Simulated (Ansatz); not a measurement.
# Lattice dynamics of NbH (I4/mmm), part 2 of 2

How does NbH (I4/mmm) vibrate, and is this structure a minimum?

Ansatz 0.2.0; DFT PBEsol, scalar-relativistic, plane waves, norm-conserving pseudopotentials.

So far. Step 3 (Tight relaxation): The forces vanish by symmetry and the pressure is 0.000 GPa, within the tolerances set. The cell now holds 9.85 Å³/atom. Step 4 (Linear response at the zone centre): Before it was imposed, the acoustic sum rule was missed by 3.3e-4 eV/Å². Small misses are needed for a sound result but don't prove that mesh and cutoff are converged. The lowest optical mode is real, 259 cm⁻¹. The relaxed cell has a = 3.166, c = 3.930 Å (conventional setting).

## 5. The dispersion

Stability and thermal properties need the whole zone. Linear response on a 2×2×2 q mesh gives force constants as far as a supercell of that size would.

The input, input.yaml:

```yaml
crystal:
  lattice:
    - [-1.5831013608, 1.5831013608, 1.9651695099]
    - [1.5831013608, -1.5831013608, 1.9651695099]
    - [1.5831013608, 1.5831013608, -1.9651695099]
  atoms:
    - { symbol: Nb, position: [0.0, 0.0, 0.0] }
    - { symbol: H, position: [0.5, 0.5, 0.0] }
kpoints:
  mp_grid: { grid: [16, 16, 16] }
hamiltonian:
  xc: pbesol
  pseudopotentials: { kind: nc }
scf:
  occupations: { method: methfessel_paxton, width: 0.15 }
output:
  eigenvalues: true
phonons:
  method: dfpt
  qmesh: [2, 2, 2]
  temperatures: { t_max: 1000, t_step: 50 }
  qpath:
    path:
      - [[0.0, 0.0, 0.0], [0.0, 0.0, 0.5], [0.25, 0.25, 0.25], [0.0, 0.5, 0.0], [0.0, 0.0, 0.0], [0.5, 0.5, -0.5], [0.41223981, 0.58776019, -0.41223981]]
      - [[-0.41223981, 0.41223981, 0.41223981], [0.0, 0.0, 0.0]]
      - [[0.0, 0.0, 0.5], [-0.32447961, 0.32447961, 0.5]]
      - [[0.5, 0.5, -0.32447961], [0.5, 0.5, -0.5]]
    npoints: 10
```

On the command line:

```bash
$ ansatz run input.yaml --threads 4 --pin off --max-ram 7168MiB --backend cpu --events-out ev --progress --plain --runs-dir out
```

Numbers of over 12 decimals in the logs are rounded to 6 here.

The program printed:

```text
[...]
Crystal: 2 atoms, lattice volume = 19.701 Å³
Basis set: ecut = 1115.666836 eV, 1659 PW (Γ), exchange–correlation on 72×72×72 points (8 copies of the dense FFT grid, shifted against one another)
Bands: 11, of which v1, the nominal top of the filled ones, is band 7 counted from 1 (6 counted from 0)
Symmetry: 16 space group operations
k-points: 349 of 4096
[...]
SCF iter   1: F=—  HF=-1710.868605 eV  |F-HF|=—  |Δ(HF+E_count)|=         —  Δρ=1.01e-1  dr2=2.23e0  ethr=3.10e-3  ⟨swp⟩=5.9  Hψ=27027  notcnv=0
[...]
SCF iter   8: F=-1709.999129 eV  HF=-1709.999129 eV  |F-HF|=2.96e-12  |Δ(HF+E_count)|=  8.64e-12  S|Δr|=    0.00e0  Δρ=1.66e-7  dr2=3.97e-12  ethr=1.00e-12  ⟨swp⟩=10.4  Hψ=27680  notcnv=0
SCF 1 converged in 8 iterations: F = -1709.999129 eV  dr2 = 3.97e-12
[...]
SCF iter   2: F=-1709.999129 eV  HF=-1709.999129 eV  |F-HF|=0.00e0  |Δ(HF+E_count)|=   8.70e-8  S|Δr|=    0.00e0  Δρ=8.05e-8  dr2=3.85e-13  ethr=1.00e-12  ⟨swp⟩=7.9  Hψ=19704  notcnv=0
SCF 2 converged in 2 iterations: F = -1709.999129 eV  dr2 = 3.85e-13
phonons: the bands overlap, so this run is a metal and interpolates without the dipole-dipole term. If the crystal is really an insulator or semiconductor, its LO-TO splitting is missing
NSCF: frozen V_eff on 349 k-points
[...]
DFPT response loops at q = (0, 0, 0) (fractional): preconditioner auto → Kerker (q_TF=auto, 2.577 Å⁻¹) (partly filled bands, converged f_vac=0.000); β = 1.00, the filter's whole step (`scf.mixing.beta` (0.50) is not read by the response loops under this deck's `scf.mixing.preconditioner`; to damp them name `kerker` or `kerker_dos`, under which they read `scf.mixing.beta`, and type it under 1.00, their step now; both keys bind the ground state too); Broyden in place of MSR1
[...]
SCF converged after 8 iterations
[...]
Free energy (F): -1709.999129 eV
[...]
Internal energy: -1709.998293 eV  (E = F + TS)
E sigma→0 (E₀):  -1709.998920 eV
Entropy (-TS):   -0.000837 eV (-0.418 meV/atom)
Fermi energy:    17.762814 eV
[...]
--- Band table (eV; the first three rows and the last of 349) ---
  k-point 0: bands = [... 3 lower, -12.7402, 7.9898, 17.0291, 17.0291, 18.3946, 18.7659, 19.7125, 27.9852]
  k-point 1: bands = [... 3 lower, -12.7477, 8.1315, 16.8837, 17.1656, 18.4594, 18.6060, 19.5992, 27.5403]
  k-point 2: bands = [... 3 lower, -12.7690, 8.5194, 16.4991, 17.5697, 18.0024, 18.6566, 19.5851, 27.1317]
  k-point 348: bands = [... 3 lower, -13.2770, 9.3612, 13.9241, 21.5885, 21.6410, 22.3247, 22.3247, 25.6910]
--- Phonons (Γ-DFPT): 4 representative perturbations + reference (Σ response iterations 11) ---
  ASR residual: 4.267e-4 → 0.000e0 eV/Å²; symmetrization residual: 7.331e-7 eV/Å²
  ASR residual per site (eV/Å²): 4.27e-4 2.35e-5
  Γ frequencies (cm⁻¹): 0.00 0.00 0.00 259.14 259.14 1606.76
--- Phonons (arbitrary-q DFPT): 4 irreducible q on the 2×2×2 mesh ---
  q = [0.0000, 0.0000, 0.0000] (star 1, of the zone-centre solve; hermiticity 1.55e-7, symmetrization 2.05e-16): -0.00 -0.00 0.00 259.14 259.14 1606.76
  q = [0.0000, 0.0000, -0.5000] (star 2, 4 solved perturbations in 3438 linear systems a pass and spin channel, the states on 1098 of 4096 k-point pairs; hermiticity 4.85e-8, symmetrization 5.59e-14, the responses' own estimated error 1.3e-5 eV/Å²): 116.54 154.09 240.86 326.79 384.11 1630.66
  q = [0.0000, -0.5000, 0.0000] (star 4, 6 solved perturbations on 1098 of 4096 k-point pairs; hermiticity 2.99e-8, symmetrization 3.85e-14, the responses' own estimated error 1.3e-5 eV/Å²): -126.66 127.29 144.70 201.79 265.56 1678.72
[...]
sum rule: each row above includes the acoustic sum rule's correction from the zone centre's row sums; it moved no ω² by more than (2.52 cm⁻¹)²
  mesh force constants: q→R imaginary residual 1.72e-47; ASR residual 4.267e-4 → 0.000e0 eV/Å²; symmetrization residual 3.553e-15 eV/Å²
  interpolated dispersion: 94 rows × 6 modes
  density of states and harmonic sums: on the 26×26×28 q-mesh, interpolated from the force constants of a 2×2×2 supercell (no non-analytic term)
  largest difference from the sums on the solved wave vectors: F 1.32e-1 eV, S 1.98e-4 and C_V 6.74e-5 eV/K
  zero-point energy: 0.162017 eV/cell   skipped modes (ω ≤ 0): 423, of them read as no rigid motion or as one in doubt: 420 (9.827e-2 modes/cell left out, lowest -126.66 cm⁻¹)   left out of the sums: 1.64e-2 of the cell's modes: C_V's classical limit lies that fraction below 3 k_B per atom; for a crystal, a wire or a layer, F and S can be off by more, and a phonons.interpolated_qmesh denser along its periods is the remedy for the sampling
```

Run time: 6.5 min. Hardware: 4 threads of Arm Neoverse N1, shared host; peak memory 2.1 GiB.

This step gave:

* sum-rule residual before enforcement: 4.27e-4 eV/Å²
* lowest frequency on the path: -126.7 cm⁻¹
* highest frequency on the path or at a solved wavevector: 1686 cm⁻¹
* lowest mode on the q mesh (acoustic modes at Γ apart): -126.7 cm⁻¹

Frequencies (cm⁻¹) solved at each irreducible wavevector; negative means imaginary. Frequencies by wavevector, by row:

```
q in reciprocal lattice units  star  mode 1  mode 2  mode 3  mode 4  mode 5  mode 6
                        0 0 0     1       0       0       0   259.1   259.1    1607
                     0 0 -0.5     2   116.5   154.1   240.9   326.8   384.1    1631
                     0 -0.5 0     4  -126.7   127.3   144.7   201.8   265.6    1679
               -0.5 -0.5 -0.5     1   167.8   175.6   175.6     374     374    1628
```

Interpolated from a 2×2×2 q mesh, rough between the solved points. Phonon branches along the path, in cm⁻¹:

```
     point  branch 1  branch 2  branch 3  branch 4  branch 5  branch 6
         Γ         0         0         0       259       259      1607
   halfway        86       118       183       292       321      1619
         X       116       154       241       327       384      1631
   halfway       154       177       220       250       313      1658
         P       138       138       183       231       231      1686
   halfway        41       160       166       193       252      1682
         N      -127       127       145       202       266      1679
   halfway        92       107       159       189       232      1643
         Γ         0         0         0       259       259      1607
   halfway        46        46       146       146       197      1672
         M       168       176       176       374       374      1628
   halfway       166       173       181       370       376      1629
         S       161       166       195       359       380      1629
jump to S0       161       166       195       359       380      1629
   halfway        89       103       210       275       358      1621
         Γ         0         0         0       259       259      1607
 jump to X       116       154       241       327       384      1631
   halfway       131       161       231       338       379      1630
         R       156       172       201       361       374      1629
jump to G′       156       172       201       361       374      1629
   halfway       165       175       183       370       374      1629
         M       168       176       176       374       374      1628
```

The phonon branches as a text plot (rows in cm⁻¹; labels by their first letter):

```
   1648 |  ***********************  ******************   ********
   1573 |**                       **                  ***
   1497 |
   1421 |
   1346 |
   1270 |
   1195 |
   1119 |
   1044 |
    968 |
    893 |
    817 |
    742 |
    666 |
    591 |
    515 |
    440 |
    364 |     *****                         *********    ********
    289 |******** ***    *****    **       *    *********
    213 |    *********************  ** **************    ********
    138 |  ***********************   *************** **  ********
     62 |*****          *     ***** *** *          *****
    -13 |*                        **   *               **
    -89 |                *****
         Γ       X    P    N       Γ        MS|S       Γ|X   R|GM
```

Tetrahedra on a 26×26×28 mesh, mean over bins of 20 cm-1. Interpolated from a 2×2×2 q mesh, rough between the solved points. Phonon density of states against wavenumber; read off at these points:

```
wavenumber (cm⁻¹)  phonon density of states (1/cm⁻¹/cell)
             -130                                  7.0e-5
              -70                                  8.9e-4
              -10                                  7.0e-4
               50                                 0.00242
              130                                  0.0304
              150                                  0.0335
              190                                  0.0160
              230                                  0.0249
              250                                  0.0153
              310                                 0.00817
              370                                 0.00671
              430                                       0
              490                                       0
              570                                       0
              630                                       0
              690                                       0
              750                                       0
              810                                       0
              870                                       0
              930                                       0
              990                                       0
             1070                                       0
             1130                                       0
             1190                                       0
             1250                                       0
             1310                                       0
             1370                                       0
             1430                                       0
             1510                                       0
             1570                                       0
             1630                                  0.0154
             1670                                  0.0178
             1690                                 0.00224
```

The partial phonon density of states has structure finer than the step of the table below, so its rows give means over 100 cm⁻¹, whole bins alone (the curve runs from -135 to 1746 cm⁻¹). Peaks (cm⁻¹: height): H 279.2: 0.00766, 1663.2: 0.0139; Nb 137.2: 0.0263, 220.0: 0.0161.

Phonopy on the run's constants, 21x21x21 mesh, Gaussian sigma 13.4 cm-1. Interpolated from a 2×2×2 q mesh, rough between the solved points. The partial phonon density of states by wavenumber; means over each step; values in 1/cm⁻¹/cell:

```
wavenumber (cm⁻¹)        H       Nb
                0   6.0e-4   3.0e-4
              100  0.00298   0.0122
              200  0.00648   0.0153
              300  0.00723  0.00197
              400  0.00208   1.1e-4
              500        0        0
              600        0        0
              700        0        0
              800        0        0
              900        0        0
             1000        0        0
             1100        0        0
             1200        0        0
             1300        0        0
             1400        0        0
             1500        0        0
             1600  0.00473   2.3e-5
```

Second derivatives of the energy by pair, one row for each kind of neighbour of each atom listed. Each entry sums the pair over the periodic images of the supercell that the q mesh stands for, and in a polar crystal it holds the long-range dipole part too. Force constants by pair, by row:

```
atom  neighbour  distance (Å)  third of the trace (eV/Å²)  along the pair's line (eV/Å²)
 Nb1     itself             0                        11.6                              –
 Nb1          H         1.965                      -1.103                         -3.726
 Nb1          H         2.239                     -0.1619                        -0.1117
 Nb1         Nb         2.979                       -1.05                         -4.753
 Nb1         Nb         3.166                      -1.705                         -6.132
 Nb1          H         3.726                     -0.2326                        -0.2309
 Nb1         Nb          3.93                     -0.6664                        -0.9122
  H2     itself             0                       3.513                              –
  H2         Nb         1.965                      -1.103                         -3.726
  H2         Nb         2.239                     -0.1619                        -0.1117
  H2          H         2.979                     -0.0358                        -0.0563
  H2          H         3.166                     -0.0247                        -0.0676
  H2         Nb         3.726                     -0.2326                        -0.2309
  H2          H          3.93                           0                        -0.3659
```

Symmetry leaves 4 wavevectors to solve. The lowest mode among them, the acoustic zeros apart, lies at q = (0, -0.5, 0) and is imaginary, 126.7i cm⁻¹, so the energy falls along it.

## 6. Another isotope

An isotope changes the mass and not the force constants, so no new electronic calculation is needed; the shifts show which modes move this element.

The same force constants with the mass of H changed from 1.008 to 2.014 u (phonopy, no LO-TO term). Both lists are sorted by frequency; levels can cross, so a row need not hold one and the same mode. Modes under 3 cm⁻¹ are left out. Isotope shifts, by row:

```
             q  rank  natural mass (cm⁻¹)  changed mass (cm⁻¹)
         0 0 0     4                259.1                184.3
         0 0 0     5                259.1                184.3
         0 0 0     6                 1607                 1143
      0 0 -0.5     1                116.5                116.2
      0 0 -0.5     2                154.1                149.4
      0 0 -0.5     3                240.9                217.4
      0 0 -0.5     4                326.8                238.4
      0 0 -0.5     5                384.1                301.1
      0 0 -0.5     6                 1631                 1157
      0 -0.5 0     1               -126.7                -89.6
      0 -0.5 0     2                127.3                127.3
      0 -0.5 0     3                144.7                142.8
      0 -0.5 0     4                201.8                144.7
      0 -0.5 0     5                265.6                265.6
      0 -0.5 0     6                 1679                 1188
-0.5 -0.5 -0.5     1                167.8                167.4
-0.5 -0.5 -0.5     2                175.6                175.3
-0.5 -0.5 -0.5     3                175.6                175.3
-0.5 -0.5 -0.5     4                  374                  265
-0.5 -0.5 -0.5     5                  374                  265
-0.5 -0.5 -0.5     6                 1629                 1155
```

A mode of this element alone would shift by -29.26 %. The highest zone-centre frequency without the field goes from 1606.8 to 1142.8 cm⁻¹ (-28.9 %). The product of the frequency ratios over all optical modes at Γ is 0.360; the product rule, (m/m′)^(3k/2) (M′/M)^(3/2) with k = 1 such atoms and M the mass of the cell, gives 0.360.

## 7. What came out

```
space group after relaxation (within 0.01 Å)            : I4/mmm
volume per atom                                         : 9.85 Å³
electronic character                                    : no gap on this mesh
highest optical mode at the zone centre (no LO-TO term) : 1607 cm⁻¹
lowest optical zone-centre mode                         : 259 cm⁻¹
lowest mode on the q mesh (acoustic modes at Γ apart)   : -127 cm⁻¹
highest frequency on the path or at a solved wavevector : 1686 cm⁻¹
imaginary modes on the 2×2×2 q mesh                     : yes
```

**Reading.** Modes are clearly imaginary (beyond 10i cm⁻¹) at 1 of the 4 irreducible wavevectors, most at q = (0, -0.5, 0) (126.7i cm⁻¹), so this structure is not a minimum of the energy. The optical modes at Γ span 259 to 1607 cm⁻¹. The highest mode in this list at Γ, 1606.8 cm⁻¹, is mostly motion of H (99 % of the kinetic energy). The q mesh stands for a supercell only 6.0 Å across, so branches between the solved wavevectors are rough. With no gap, or one that is small against the smearing, the frequencies hang on the k mesh and the smearing, most of all near Kohn anomalies. These are harmonic frequencies at zero temperature: anharmonic shifts, linewidths and thermal expansion are left out.

[Logs are printed without paths, hosts, clocks, repeated set-up lines and the standing remarks that a program may print on its own settings, such as how far it seeks lower states.]

[Hosts, paths, dates, database ids (printed as entryN), source tags and the programs' standing remarks are cut or masked in the printed files.]
